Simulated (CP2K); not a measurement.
The C K edge of protonated methanol was computed by TDDFT (CP2K XAS_TDP, aug-cc-pVTZ, TDA) at these levels: BHandHLYP, PBEh(45%) and PBEh(45%) + GW2X. The first three lines of C1 (bonded to O and 3 H) with a strength over 0.0015, energy in eV and strength:

```
run           first          second           third
  1  284.67 (0.077)  288.41 (0.003)  289.46 (0.037)
  2  288.98 (0.071)  292.64 (0.004)  293.74 (0.029)
  3  282.78 (0.072)  286.44 (0.004)  287.54 (0.029)
```

Q: Which run is which?

Run 1: BHandHLYP (50 % exact exchange). Run 2: PBEh(45%) + GW2X (45 % exact exchange). Run 3: PBEh(45%) (45 % exact exchange). Self-interaction lifts the core level, so the uncorrected lines rise with the share of exact exchange. The GW2X run keeps the spacings of its parent: 3.66 eV between the first two lines in run 2, 3.66 eV in run 3. Its shift is +6.20 eV, since the Kohn–Sham level at this share of exchange lies that far above the quasiparticle level.

[Banner, clock and machine lines of the logs are left out without a mark of their own.]

[Logs are printed without paths, hosts, clocks, repeated set-up lines and the standing remarks that a program may print on its own settings, such as how far it seeks lower states.]

[Hosts, paths, dates, database ids (printed as entryN), source tags and the programs' standing remarks are cut or masked in the printed files.]
